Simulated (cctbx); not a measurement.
**Symmetry from intensities**

Cell: a = 17.4780 Å, b = 10.4050 Å, c = 12.5200 Å, α = 90.00°, β = 90.88°, γ = 90.00°. Expected content of the cell: Re24 Te48 Rb12 K4.

The data are simulated with cctbx, not measured: Cu Kα, λ = 1.54184 Å, to d = 0.8 Å, 70 % of the full sphere, strongest reflection 40000 counts, noise from counting, a 2 % proportional error and a noise floor of 2 counts (s.d.); no absorption.

Tests on the unmerged data give:

```text
12964 reflections to d = 0.800 A
centring   violations  <I/sigma> of those
    A       2654 of  6505      8.2
    B       2654 of  6481      8.2
    C          0 of  6454      0.0
    I       2645 of  6499      8.4
    R       3624 of  8660      8.5
    F       2654 of  9720      5.5
Laue class    unique    Rint  (classes that these axes allow; Friedel mates merged)
C 1 2/m 1        2412   0.023
space group    extra absences  I>4sigma  <I/sigma>
C 1 2 1                 0          0         -  acentric
C 1 m 1                 0          0         -  acentric
C 1 c 1               187          0       0.1  acentric
C 1 n 1               187          0       0.1  acentric
C 1 2/m 1               0          0         -  centric
C 1 2/c 1             187          0       0.1  centric
C 1 2/n 1             187          0       0.1  centric
Wilson B = 0.67 A^2   <|E^2-1|> = 1.019 (0.968 centric, 0.736 acentric)   E^2>4: 5.0 %
shell (A)         n   <I/sigma>
12.52 - 1.60    310     31.6
 1.60 - 1.27    299     25.4
 1.27 - 1.11    321     30.3
 1.11 - 1.01    288     25.4
 1.01 - 0.94    301     20.6
 0.94 - 0.88    301     20.9
 0.88 - 0.84    293     22.7
 0.84 - 0.80    299     22.2
```

**Question.** What are the lattice type, the Laue class and the likely space group?

The reflections that C centring forbids are absent (⟨I/σ⟩ near 0), so the lattice is C.

Only C 1 2/m 1 fits these axes (Rint 0.023); a search for a hidden higher lattice was not made.

7 settings pass the absence test. The most absences obeyed, 187, belong to C 1 c 1, C 1 n 1, C 1 2/c 1 and C 1 2/n 1, which absences can't tell apart.

⟨|E²−1|⟩ = 1.019 leans to a centrosymmetric structure. The Wilson B of 0.67 Å² means U ≈ 0.0085 Å².

The true group is C2/c (no. 15), Laue class 2/m, centrosymmetric. The tables only narrow the choice to the tied entries; cell content, site symmetry and trial solutions must settle it.

The model was made for the exercise: a known structure type with other elements put in, its volume estimated, not relaxed; displacement parameters are assumed.

[Logs are printed without paths, hosts, clocks, repeated set-up lines and the standing remarks that a program may print on its own settings, such as how far it seeks lower states.]
